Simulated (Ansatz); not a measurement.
## The perfect Ni wire along [110], 8 atoms a period

What gap, if any, does the Ni wire along [110], 8 atoms a period have, and how many channels would it open?

Program: Ansatz 0.2.0. Level of theory: DFT PBE, plane waves, PAW; relaxation of a wire's period; PAW set soft_1, in the first sound run; inputs show where later runs differ. Results are calculated unless marked as measured.

### Step 1. The starting structure

The cell holds 8 atoms: 8 Ni. Its edges and angles: a = 10.320 Å, b = 11.778 Å, c = 2.489 Å, α = 90.0°, β = 90.0°, γ = 90.0°. Vacuum lies along a and b. The structure's axis is c.

Coordinates:

```cif
data_structure
_symmetry_space_group_name_H-M 'P 1'
_symmetry_Int_Tables_number 1
_cell_length_a 10.3200
_cell_length_b 11.7780
_cell_length_c 2.4890
_cell_angle_alpha 90.000
_cell_angle_beta 90.000
_cell_angle_gamma 90.000
_cell_volume 302.54
loop_
_atom_site_label
_atom_site_type_symbol
_atom_site_fract_x
_atom_site_fract_y
_atom_site_fract_z
_atom_site_occupancy
Ni1 Ni 0.32946 0.71133 0.00000 1
Ni2 Ni 0.32946 0.50000 0.00000 1
Ni3 Ni 0.67054 0.71133 0.00000 1
Ni4 Ni 0.67054 0.50000 0.00000 1
Ni5 Ni 0.50000 0.39434 0.50000 1
Ni6 Ni 0.50000 0.60567 0.50000 1
Ni7 Ni 0.32946 0.28867 0.00000 1
Ni8 Ni 0.67054 0.28867 0.00000 1
```

### Step 2. Relaxing the period

Band widths follow the bond lengths, so the wire is relaxed first. The atoms and the third cell vector are free; the box across stays fixed as vacuum. Moments are seeded so that a magnetic state can form if it lies lower. A Fermi-Dirac smearing is set since the result may be a metal. The pressure printed is a third of the stress's trace over the whole box, vacuum included; only the stress along the axis is relaxed.

The input, input.yaml:

```yaml
crystal:
  lattice:
    - [10.32, 0.0, 0.0]
    - [0.0, 11.778, 0.0]
    - [0.0, 0.0, 2.4890158698]
  atoms:
    - { symbol: Ni, position: [0.329457364, 0.711328896, 0.0], spin: 0.8 }
    - { symbol: Ni, position: [0.329457364, 0.500001347, 0.0], spin: 0.8 }
    - { symbol: Ni, position: [0.670542636, 0.711328896, 0.0], spin: 0.8 }
    - { symbol: Ni, position: [0.670542636, 0.500001347, 0.0], spin: 0.8 }
    - { symbol: Ni, position: [0.5, 0.394337573, 0.5], spin: 0.8 }
    - { symbol: Ni, position: [0.5, 0.605665122, 0.5], spin: 0.8 }
    - { symbol: Ni, position: [0.329457364, 0.288673799, 0.0], spin: 0.8 }
    - { symbol: Ni, position: [0.670542636, 0.288673799, 0.0], spin: 0.8 }
magnetization:
  spin_polarized: true
kpoints:
  mp_grid: { grid: [1, 1, 33] }
scf:
  occupations: { method: fermi_dirac, width: 0.05 }
hamiltonian:
  xc: pbe
  pseudopotentials: { kind: paw, azcp: { folder: soft_1 } }
relax:
  cell: { fix: [a, b, alpha, beta, gamma] }
  max_steps: 45
  f_tol: 0.03
```

Started as:

```console
$ ansatz run input.yaml --threads 4 --pin off --max-ram 16384MiB --backend cpu --events-out ev --progress --plain --runs-dir out
```

Numbers of over 12 decimals in the logs are rounded to 6 here.

The program printed:

```text
Engine: ansatz 0.2.0, x86_64-unknown-linux-gnu
Pseudopotentials: kind: paw
Pseudopotential: Ni, paw, valence charge 18, recommended cutoff 420 eV (normal), soft_1/Ni.paw.azcp
Functional definition: PBE
  parameter kappa = 0.804
  parameter beta = 0.066725
  exchange = pbe_x(kappa = kappa, mu = beta*pi^2/3)
  correlation = pbe_c(beta = beta)
Crystal: 8 atoms, lattice volume = 302.537 Å³
Basis set: ecut = 420 eV, 5893 PW (Γ), exchange–correlation on 144×160×36 points (8 copies of the dense FFT grid, shifted against one another)
Bands: 91, of which v1, the nominal top of the filled ones, is band 72 counted from 1 (71 counted from 0)
Symmetry: 8 space group operations
Space group: Pmmm (ITA 47), of the structure as read, at distance tolerance 6.7e-5 Å
Magnetic group: BNS 47.249 (UNI 347), of the structure as read, at distance tolerance 6.7e-5 Å
k-points: 17 of 33
Non-local potential: Ni, projectors of the file, l = 0: 3, l = 1: 2, l = 2: 3, l = 3: 1
PAW form: soft (Blöchl's): semilocal exchange-correlation on the pseudo side does not see the compensation charge
PAW one-centre angular grid: Ni, 590 points (default); XC on 64 Gauss nodes
Initial density: superposition of atomic densities (neutral atoms: chi_scale 0, normalization atom)
Starting moments: Σ|m| = 6.4 μB on 8 of 8 sites
Initial wavefunctions: pseudopotential atomic-orbital guess
Functional: x = pbe(κ = 0.804, μ = 0.219515), c = pbe(β = 0.066725)
SCF iter   1: F=—  HF=-46700.952512 eV  |F-HF|=—  |Δ(HF+E_count)|=         —  Δρ=2.91e-2 (↑2.91e-2 ↓1.66e-2)  dr2=1.54e1  dr2_m=5.25e-1  M=6.698 μB ∫|m|=6.993 μB  β_m=0.30  ethr=3.10e-3  ⟨swp⟩=7.8  Hψ=13238  notcnv=0  defer=59
Mixer restart at iter 1: flushing history
preconditioner: auto → LDOS  [metal: Δε(μ)=0.002 eV  Ē_g=5.883 eV  σ=0.050 eV  W_gap=0.01  n_scr=50 (ndim 8)  ℏωp=19.1 eV  f_vac=0.544  D(μ)=19.60/eV (n_scr^D=212)]
spin=Collinear: LDOS preconditioning applied to the charge; magnetization (m = ρ↑ − ρ↓) channel mixes plain (no charge-response kernel on spin).
SCF iter   2: F=—  HF=-46703.066247 eV  |F-HF|=—  |Δ(HF+E_count)|=    2.11e0  Δρ=1.88e-2 (↑1.88e-2 ↓1.02e-2)  dr2=3.12e0  dr2_m=3.22e-1  M=6.755 μB ∫|m|=7.146 μB  β_m=0.40  ethr=3.10e-3  ⟨swp⟩=2.9  Hψ=5186  notcnv=0  defer=274
SCF iter   3: F=—  HF=-46707.148926 eV  |F-HF|=—  |Δ(HF+E_count)|=    4.08e0  Δρ=7.79e-3 (↑6.03e-3 ↓7.79e-3)  dr2=1.77e-1  dr2_m=9.23e-2  M=6.720 μB ∫|m|=7.286 μB  β_m=0.48  ethr=2.16e-3  ⟨swp⟩=3.0  Hψ=4804  notcnv=0  defer=274
SCF iter   4: F=—  HF=-46708.242098 eV  |F-HF|=—  |Δ(HF+E_count)|=         —  Δρ=4.62e-3 (↑4.62e-3 ↓3.25e-3)  dr2=1.19e-1  dr2_m=1.50e-2  M=6.537 μB ∫|m|=7.225 μB  β_m=0.48  ethr=1.23e-4  ⟨swp⟩=2.7  Hψ=5117  notcnv=0  defer=284
SCF iter   5: F=—  HF=-46708.766153 eV  |F-HF|=—  |Δ(HF+E_count)|=   5.24e-1  Δρ=2.69e-3 (↑1.14e-3 ↓2.69e-3)  dr2=2.36e-2  dr2_m=7.18e-3  M=6.388 μB ∫|m|=7.146 μB  β_m=0.68  ethr=8.28e-5  ⟨swp⟩=2.1  Hψ=4813  notcnv=0  defer=284
SCF iter   6: F=—  HF=-46708.895088 eV  |F-HF|=—  |Δ(HF+E_count)|=   1.29e-1  Δρ=2.74e-3 (↑7.40e-4 ↓2.74e-3)  dr2=1.94e-2  dr2_m=5.39e-3  M=6.284 μB ∫|m|=7.073 μB  β_m=0.84  ethr=1.64e-5  ⟨swp⟩=2.1  Hψ=4959  notcnv=0  defer=284
SCF iter   7: F=—  HF=-46708.919017 eV  |F-HF|=—  |Δ(HF+E_count)|=   2.39e-2  Δρ=2.81e-3 (↑2.68e-3 ↓2.81e-3)  dr2=5.08e-2  dr2_m=1.46e-4  M=6.273 μB ∫|m|=7.080 μB  β_m=0.64  ethr=1.35e-5  ⟨swp⟩=2.3  Hψ=6023  notcnv=0  defer=284
SCF iter   8: F=—  HF=-46708.907228 eV  |F-HF|=—  |Δ(HF+E_count)|=   1.18e-2  Δρ=4.76e-4 (↑2.34e-4 ↓4.76e-4)  dr2=3.68e-4  dr2_m=3.12e-4  M=6.261 μB ∫|m|=7.056 μB  β_m=0.82  ethr=1.35e-5  ⟨swp⟩=2.3  Hψ=5519  notcnv=0  defer=286
SCF iter   9: F=—  HF=-46708.907681 eV  |F-HF|=—  |Δ(HF+E_count)|=   4.53e-4  Δρ=2.04e-4 (↑1.72e-4 ↓2.04e-4)  dr2=4.56e-4  dr2_m=1.19e-5  M=6.258 μB ∫|m|=7.052 μB  β_m=0.68  ethr=2.56e-7  ⟨swp⟩=2.8  Hψ=5842  notcnv=0  defer=286
SCF iter  10: F=—  HF=-46708.907587 eV  |F-HF|=—  |Δ(HF+E_count)|=   9.38e-5  Δρ=1.08e-4 (↑6.88e-5 ↓1.08e-4)  dr2=8.04e-5  dr2_m=1.14e-5  M=6.257 μB ∫|m|=7.051 μB  β_m=0.60  ethr=2.56e-7  ⟨swp⟩=2.0  Hψ=4495  notcnv=0  defer=286
SCF iter  11: F=—  HF=-46708.907587 eV  |F-HF|=—  |Δ(HF+E_count)|=   1.30e-7  Δρ=2.82e-5 (↑1.15e-5 ↓2.82e-5)  dr2=1.72e-6  dr2_m=6.50e-7  M=6.258 μB ∫|m|=7.052 μB  β_m=0.69  ethr=5.58e-8  ⟨swp⟩=2.0  Hψ=4258  notcnv=0  defer=286
SCF iter  12: F=—  HF=-46708.907589 eV  |F-HF|=—  |Δ(HF+E_count)|=   1.65e-6  Δρ=1.22e-5 (↑8.12e-6 ↓1.22e-5)  dr2=4.50e-7  dr2_m=1.49e-7  M=6.258 μB ∫|m|=7.052 μB  β_m=0.77  ethr=1.20e-9  ⟨swp⟩=2.6  Hψ=5266  notcnv=0  defer=286
SCF iter  13: F=—  HF=-46708.907590 eV  |F-HF|=—  |Δ(HF+E_count)|=   5.54e-7  Δρ=8.82e-6 (↑6.82e-6 ↓8.82e-6)  dr2=4.34e-7  dr2_m=4.29e-8  M=6.258 μB ∫|m|=7.052 μB  β_m=0.73  ethr=3.12e-10  ⟨swp⟩=2.7  Hψ=5644  notcnv=0  defer=286
SCF iter  14: F=—  HF=-46708.907590 eV  |F-HF|=—  |Δ(HF+E_count)|=   2.01e-8  Δρ=6.13e-6 (↑2.13e-6 ↓6.13e-6)  dr2=9.88e-8  dr2_m=1.86e-8  M=6.258 μB ∫|m|=7.051 μB  β_m=0.79  ethr=3.02e-10  ⟨swp⟩=2.0  Hψ=5060  notcnv=0  defer=286
SCF iter  15: F=-46708.907590 eV  HF=-46708.907590 eV  |F-HF|=3.96e-8  |Δ(HF+E_count)|=   3.50e-8  Δρ=4.20e-6 (↑8.95e-7 ↓4.20e-6)  dr2=4.84e-8  dr2_m=9.99e-9  M=6.258 μB ∫|m|=7.052 μB  ethr=6.86e-11  ⟨swp⟩=2.9  Hψ=10464  notcnv=0
SCF 1 converged in 15 iterations: F = -46708.907590 eV  dr2 = 4.84e-8
  greatest PAW one-centre occupation: 1.001 electrons in one spin orbital (limit 2), on the Ni atom at site 7 (counted from 0), in its partial waves of l = 1
relax step   1: F+E_penalty+E_count = -46708.90758955 eV  Δ(F+E_penalty+E_count) = +0.000e0 eV  max|allowed force component| = 9.385e-1 eV/Å  Δτ_max = 0.0000 Å  P = -3.882 GPa  Ω = 302.537 Å³  fix = [a, b, alpha, beta, gamma]  reactions: a -2.556, b -4.044 GPa  (15 SCF iters, dr2 threshold 1.00e-7 eV, accepted)
Crystal: 8 atoms, lattice volume = 296.613 Å³
Basis set: ecut = 420 eV, 5753 PW (Γ), exchange–correlation on 144×160×36 points (8 copies of the dense FFT grid, shifted against one another)
Initial density: handed on by an earlier stage of this run
Starting moments: Σ|m| = 6.4 μB on 8 of 8 sites; this step starts from the density that it was given
Initial wavefunctions: those handed on with the density
iter 1 solved again at ethr=1.93e-4 eV; its pass at ethr=3.10e-3 eV (dr2=2.78e-1 eV) is discarded
SCF iter   1: F=—  HF=-46709.360345 eV  |F-HF|=—  |Δ(HF+E_count)|=         —  Δρ=5.72e-3 (↑5.58e-3 ↓5.72e-3)  dr2=2.86e-1  dr2_m=3.59e-2  M=6.208 μB ∫|m|=6.952 μB  β_m=0.30  ethr=1.93e-4  ⟨swp⟩=2.8  Hψ=15537  notcnv=0
[...]
relax step   4: F+E_penalty+E_count = -46709.52106916 eV  Δ(F+E_penalty+E_count) = -3.351e-2 eV  max|allowed force component| = 1.884e-1 eV/Å  Δτ_max = 0.0761 Å  P = +0.388 GPa  Ω = 288.813 Å³  energy of the carried Pulay correction = +2.570e-3 eV  fix = [a, b, alpha, beta, gamma]  reactions: a +0.532, b -0.014 GPa  (9 SCF iters, dr2 threshold 8.00e-7 eV, accepted)
[...]
relax step   5: F+E_penalty+E_count = -46709.53651304 eV  Δ(F+E_penalty+E_count) = -1.544e-2 eV  max|allowed force component| = 2.878e-2 eV/Å  Δτ_max = 0.0447 Å  P = -0.078 GPa  Ω = 289.931 Å³  energy of the carried Pulay correction = +2.357e-3 eV  fix = [a, b, alpha, beta, gamma]  reactions: a +0.020, b -0.208 GPa  (9 SCF iters, dr2 threshold 8.00e-7 eV, accepted)
Basis set: ecut = 420 eV, 5599 PW (Γ), exchange–correlation on 144×160×32 points (8 copies of the dense FFT grid, shifted against one another)
Initial wavefunctions: pseudopotential atomic-orbital guess (no wavefunctions were taken with the density)
iter 1 solved again at ethr=4.40e-6 eV; its pass at ethr=3.10e-3 eV (dr2=6.34e-3 eV) is discarded
SCF iter   1: F=—  HF=-46709.533119 eV  |F-HF|=—  |Δ(HF+E_count)|=         —  Δρ=1.70e-4 (↑7.32e-5 ↓1.70e-4)  dr2=1.07e-4  dr2_m=7.59e-6  M=6.110 μB ∫|m|=6.839 μB  β_m=0.65  ethr=4.40e-6  ⟨swp⟩=3.6  Hψ=21038  notcnv=0
preconditioner: auto → LDOS  [metal: Δε(μ)=0.002 eV  Ē_g=6.051 eV  σ=0.050 eV  W_gap=0.01  n_scr=20 (ndim 8)  ℏωp=19.5 eV  f_vac=0.589  D(μ)=14.33/eV (n_scr^D=128)]
spin=Collinear: LDOS preconditioning applied to the charge; magnetization (m = ρ↑ − ρ↓) channel mixes plain (no charge-response kernel on spin).
SCF iter   2: F=—  HF=-46709.533113 eV  |F-HF|=—  |Δ(HF+E_count)|=   6.49e-6  Δρ=5.03e-5 (↑5.03e-5 ↓4.86e-5)  dr2=4.34e-5  dr2_m=7.18e-8  M=6.108 μB ∫|m|=6.837 μB  β_m=0.58  ethr=7.40e-8  ⟨swp⟩=2.1  Hψ=4598  notcnv=0
SCF iter   3: F=—  HF=-46709.533112 eV  |F-HF|=—  |Δ(HF+E_count)|=   1.04e-6  Δρ=3.82e-5 (↑3.82e-5 ↓2.10e-5)  dr2=3.51e-6  dr2_m=1.48e-6  M=6.106 μB ∫|m|=6.835 μB  β_m=0.66  ethr=3.01e-8  ⟨swp⟩=1.6  Hψ=3204  notcnv=0
SCF iter   4: F=—  HF=-46709.533115 eV  |F-HF|=—  |Δ(HF+E_count)|=   3.38e-6  Δρ=1.87e-5 (↑1.43e-5 ↓1.87e-5)  dr2=3.49e-6  dr2_m=3.19e-7  M=6.106 μB ∫|m|=6.835 μB  β_m=0.63  ethr=2.44e-9  ⟨swp⟩=2.3  Hψ=5371  notcnv=0
SCF iter   5: F=—  HF=-46709.533116 eV  |F-HF|=—  |Δ(HF+E_count)|=   5.23e-7  Δρ=1.40e-5 (↑1.40e-5 ↓8.85e-6)  dr2=8.17e-7  dr2_m=3.82e-8  M=6.106 μB ∫|m|=6.834 μB  β_m=0.54  ethr=2.43e-9  ⟨swp⟩=2.2  Hψ=5089  notcnv=0
SCF iter   6: F=—  HF=-46709.533116 eV  |F-HF|=—  |Δ(HF+E_count)|=   2.01e-7  Δρ=4.24e-6 (↑1.66e-6 ↓4.24e-6)  dr2=4.56e-8  dr2_m=8.95e-9  M=6.105 μB ∫|m|=6.834 μB  β_m=0.56  ethr=5.67e-10  ⟨swp⟩=2.0  Hψ=4466  notcnv=0
SCF iter   7: F=—  HF=-46709.533116 eV  |F-HF|=—  |Δ(HF+E_count)|=   5.73e-9  Δρ=1.17e-6 (↑1.17e-6 ↓9.25e-7)  dr2=3.54e-9  dr2_m=1.32e-9  M=6.105 μB ∫|m|=6.834 μB  β_m=0.62  ethr=3.17e-11  ⟨swp⟩=3.1  Hψ=6269  notcnv=0
SCF iter   8: F=—  HF=-46709.533116 eV  |F-HF|=—  |Δ(HF+E_count)|=   5.70e-8  Δρ=4.08e-7 (↑2.98e-7 ↓4.08e-7)  dr2=5.55e-10  dr2_m=2.03e-10  M=6.105 μB ∫|m|=6.834 μB  β_m=0.75  ethr=2.46e-12  ⟨swp⟩=3.5  Hψ=6091  notcnv=0
SCF iter   9: F=—  HF=-46709.533116 eV  |F-HF|=—  |Δ(HF+E_count)|=   2.85e-9  Δρ=2.59e-7 (↑2.12e-7 ↓2.59e-7)  dr2=3.81e-10  dr2_m=3.79e-11  M=6.105 μB ∫|m|=6.834 μB  β_m=0.64  ethr=1.00e-12  ⟨swp⟩=2.4  Hψ=4845  notcnv=0
SCF iter  10: F=—  HF=-46709.533116 eV  |F-HF|=—  |Δ(HF+E_count)|=    0.00e0  Δρ=1.01e-7 (↑5.40e-8 ↓1.01e-7)  dr2=2.24e-11  dr2_m=9.72e-12  M=6.105 μB ∫|m|=6.834 μB  β_m=0.75  ethr=1.00e-12  ⟨swp⟩=2.5  Hψ=4173  notcnv=0
SCF iter  11: F=-46709.533116 eV  HF=-46709.533116 eV  |F-HF|=1.53e-10  |Δ(HF+E_count)|=  2.91e-11  Δρ=8.38e-8 (↑3.67e-8 ↓8.38e-8)  dr2=3.77e-11  dr2_m=2.88e-12  M=6.105 μB ∫|m|=6.834 μB  ethr=1.00e-12  ⟨swp⟩=3.0  Hψ=10331  notcnv=0
SCF 6 converged in 11 iterations: F = -46709.533116 eV  dr2 = 3.77e-11
relax step   6: F+E_penalty+E_count = -46709.53311555 eV  Δ(F+E_penalty+E_count) = +3.397e-3 eV  max|allowed force component| = 2.869e-2 eV/Å  Δτ_max = 0.0000 Å  P = -0.065 GPa  Ω = 289.931 Å³  fix = [a, b, alpha, beta, gamma]  reactions: a +0.027, b -0.200 GPa  stress off target by 2.27e-2 GPa on what of the cell is left free  SCF on the basis re-selected at this cell (its energy is not comparable with the rows above)  (11 SCF iters)
basis re-selected at this cell: Δ(F+E_penalty+E_count) = +3.397e-3 eV, ΔP = +0.012 GPa vs the last step (what re-selecting the basis moved, of the pressure what is left beyond the Pulay correction that the steps carried, after the strain that the cell walked since its last selection, with what the two solves' SCF thresholds leave and, on support functions, any second-order correction that the steps lacked; it is no measure of the basis error at this ecutwfc). The dense FFT grid was sized anew with the basis: this SCF ran on 72×80×16 points, the steps before it on 72×80×18, so part of this shift can come from that change (see relax.cell in the input reference). [rest of the remark cut]
SCF converged after 11 iterations
Magnetization: 6.1054 μB (75.0527 up, 68.9473 down)
Absolute magnetization: 6.8414 μB (∫|ρ↑−ρ↓|, with the PAW one-centre terms)
Spin contamination: 0.0845 ħ² per cell (⟨S²⟩ above its minimum at these occupations)
Per-site moments (μB) at R_I (Å): [(0.817884, 0.950040), (0.819253, 0.950040), (0.817884, 0.950040), (0.819253, 0.950040), (0.704011, 0.983938), (0.704011, 0.983938), (0.817884, 0.950040), (0.817884, 0.950040)]
Free energy (F): -46709.533116 eV
Harris-Foulkes:  -46709.533116 eV  (|F-HF|=1.53e-10)
Internal energy: -46709.415561 eV  (E = F + TS)
E sigma→0 (E₀):  -46709.474338 eV
Entropy (-TS):   -0.117554 eV (-14.694 meV/atom)
Fermi energy:    2.397207 eV
--- Per-component energies (eV) ---
  E_band       = -4501.061440
  E_kinetic    = 2709.209074
  E_local      = -94111.094729  (includes V_loc(G=0)·N_el)
  E_nonlocal   = -918.470573
  E_hartree    = 46901.508026
  E_xc         = -890.045912
  E_vxc        = -1147.054951  (∫ρ·V_xc dr)
  E_paw        = -13278.174605  (= ΣΔE_a)
  E_vpaw       = -4836.672787  (= ΣTr[D̂ρ^β])
  E_aug_tail   = 0.007987  (compensation charges beyond the density's cutoff)
  E_ewald      = 12877.645170
  E_smearing   = -0.117554  (= −TS)
  E_closure    = 0.000000  (closes the sum)
  Σ components = -46709.533116   (vs F -46709.533116, Δ=0.00e0)
--- Forces (eV/Å), atoms counted from 1 ---
  atom   1  Ni    -0.01144149    -0.02869089     0.00000000
  atom   2  Ni     0.01546871     0.00000000    -0.00000000
  atom   3  Ni     0.01144149    -0.02869089     0.00000000
  atom   4  Ni    -0.01546871     0.00000000     0.00000000
  atom   5  Ni     0.00000000     0.01530855    -0.00000000
  atom   6  Ni    -0.00000000    -0.01530855     0.00000000
  atom   7  Ni    -0.01144149     0.02869089     0.00000000
  atom   8  Ni     0.01144149     0.02869089    -0.00000000
  max |Σ_I F_I| component: 3.47e-18 eV/Å
--- Stress (GPa, compression-positive) ---
        0.027079      -0.000000       0.000000
       -0.000000      -0.199985       0.000000
        0.000000       0.000000      -0.022689
  P = ⅓ Tr σ = -0.0652 GPa (-0.652 kbar)
--- Relaxed structure (5 steps of the walk, 5 accepted, 1 SCFs on fresh bases) ---
  F+E_penalty+E_count = -46709.53311555 eV   max|allowed force component| = 2.869e-2 eV/Å   (the final SCF, on the basis selected at the relaxed cell)
  cell:  # Å, volume = 289.9313 Å³
    - [10.32, 0.0, 0.0]
    - [0.0, 11.778, 0.0]
    - [0.0, 0.0, 2.385305]
  atoms:
    - { symbol: Ni, position: [0.319400, 0.694740, 0.0] }
    - { symbol: Ni, position: [0.339623, 0.500000, 0.0] }
    - { symbol: Ni, position: [0.680600, 0.694740, 0.0] }
    - { symbol: Ni, position: [0.660377, 0.500000, 0.0] }
    - { symbol: Ni, position: [0.500000, 0.383276, 0.5] }
    - { symbol: Ni, position: [0.500000, 0.616724, 0.5] }
    - { symbol: Ni, position: [0.319400, 0.305260, 0.0] }
    - { symbol: Ni, position: [0.680600, 0.305260, 0.0] }
```

The job ended after 86 s (4 threads of Intel Xeon Platinum 8375C at 2.90GHz (Ice Lake), shared host; peak memory 1.3 GiB; 5.5 min of CPU time).

(Part 1 of 2 ends here.)

[Logs are printed without paths, hosts, clocks, repeated set-up lines and the standing remarks that a program may print on its own settings, such as how far it seeks lower states.]

[Hosts, paths, dates, database ids (printed as entryN), source tags and the programs' standing remarks are cut or masked in the printed files.]
